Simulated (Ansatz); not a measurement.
# A thicker film of KCaF3 (001), KF faces from two thinner ones

In a field along its normal an insulating film takes a dipole p. Written as a length, p/(ε₀AE), it should grow by 1 − 1/ε for each ångström added.

How it was computed: Ansatz 0.2.0, plane waves with PAW datasets (its set soft_2), PBEsol; perovskite films relaxed at a bulk in-plane lattice constant near the measured one, then held in weak fields of both signs with a dipole correction (A is the cell's area, E the outer field).

```
    run  distance between the outer atoms (Å)  p/(ε₀AE) (Å)
2 units                                 8.813         5.777
3 units                                13.228         8.076
5 units                                22.060             ?
```

**Question.** What value belongs in the row marked “?”, and how far can the other rows tell?

Two rows fix a line: slope = (8.076 − 5.777) / (13.228 − 8.813) = 0.5207, intercept 1.1881. That slope means ε = 1/(1 − 0.5207) = 2.09. At 22.060 it gives 0.5207 × 22.060 + 1.1881 = 12.675 Å, beyond the rows fitted. Rounding of the rows alone allows about ±0.004 Å there; two rows can't show whether the line holds.

The run itself gives 12.680 Å: a miss of +0.005 Å, or 0.0 % of the value. The length is met to within 1 %, though ε is more sensitive than the length: the two thickest films give ε = 2.09.

Caveats: This is the electronic response alone. A unit is one step of the cut along the normal (a plane, a pair of planes or a cell), and the layers relax along it, away from their bulk spacing where the functional's lattice constant differs from the one held.

[Logs are printed without paths, hosts, clocks, repeated set-up lines and the standing remarks that a program may print on its own settings, such as how far it seeks lower states.]
